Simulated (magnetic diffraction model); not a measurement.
# Ce₂TlC₄: the ordered moment from one line

Space group Ibam (no. 72), a = 7.8230 Å, b = 10.2620 Å, c = 5.3690 Å.

```
site  atom       x       y    z
  4a    Tl       0       0  1/4
  8j    Ce  0.6523  0.1487    0
  8j     C  0.6621  0.1254  1/2
  8j     C  0.1621  0.9179  1/2
```

This is a made-up structure (elements placed in a structure type, unrelaxed), so the numbers test the method and describe no known phase.

Only Ce is taken to order (form factors of Ce3+); orders and moment sizes are assumed, and not adapted to the symmetry. Radiation: neutrons of λ = 1.909 Å, 2° to 55°; isotropic B of 0.24 Å² (Tl), 0.29 Å² (Ce) and 0.39 Å² (C). Simulated constant-wavelength pattern: nuclear and magnetic terms add, the magnetic one as |2.695 fm × Σ f S⊥ exp(2πi Q·r) exp(−B s²)|², summed over all Q at one angle with the factor 1/(sin²θ cos θ). For a modulated order the moment at position r is S exp(−2πi k·r) + c.c., with S = m/2 for a sine wave of amplitude m and S = m(u + iv)/2 for moments turning in a plane, u and v being orthogonal unit vectors in it; the phase factor of the sum at Q = H + k is then exp(2πi H·r). Free-ion form factors, Sears's scattering lengths of 1992, no absorption; a label names one of the reflections at its angle. The strongest nuclear line in the range is 100, and lines under 0.2 are left out.

In a first state the assumed order is k = (0 0 1/3), moments turning in the plane of [100] and [010], 1.2 μB on Ce; signs + at (0.6523, 0.1487, 0), − at (0.3477, 0.8513, 0), + at (0.6523, 0.8513, 1/2), − at (0.3477, 0.1487, 1/2), with this pattern:

| 2θ (°) | index | nuclear | magnetic |
| --- | --- | --- | --- |
| 17.33 | (0 1 2/3) | 0.0 | 10.1 |
| 17.65 | (1 1 0) | 41.0 | 0.0 |
| 18.93 | (1 1 1/3) | 0.0 | 4.3 |
| 21.44 | (0 2 0) | 51.5 | 0.0 |
| 28.25 | (2 0 0) | 7.7 | 0.0 |
| 29.09 | (2 0 1/3) | 0.0 | 3.0 |
| 29.20 | (1 2 2/3) | 0.0 | 2.4 |
| 29.50 | (0 1 4/3) | 0.0 | 3.8 |
| 33.09 | (1 2 1) | 100.0 | 0.0 |
| 33.33 | (2 1 2/3) | 0.0 | 0.4 |
| 35.30 | (0 3 2/3) | 0.0 | 0.3 |
| 35.46 | (1 3 0) | 89.6 | 0.0 |
| 35.74 | (2 2 0) | 10.8 | 0.0 |
| 36.15 | (1 3 1/3) | 0.0 | 2.5 |
| 36.42 | (2 2 1/3) | 0.0 | 0.3 |
| 36.83 | (2 1 1) | 10.4 | 0.0 |
(The table stops after 16 lines; 22 more lie at higher angle.)

**Question.** Nearer the ordering temperature the line at 17.33° has total intensity 0.9 on the same scale, and all moments have shrunk alike. How large is the Ce moment?

The nuclear part, 0.0, stays, so the magnetic part is 0.9 against 10.1. It goes as m², so m = 1.2 × √(0.9/10.1) = 0.36 μB; the value used was 0.36 μB.

[Logs are printed without paths, hosts, clocks, repeated set-up lines and the standing remarks that a program may print on its own settings, such as how far it seeks lower states.]
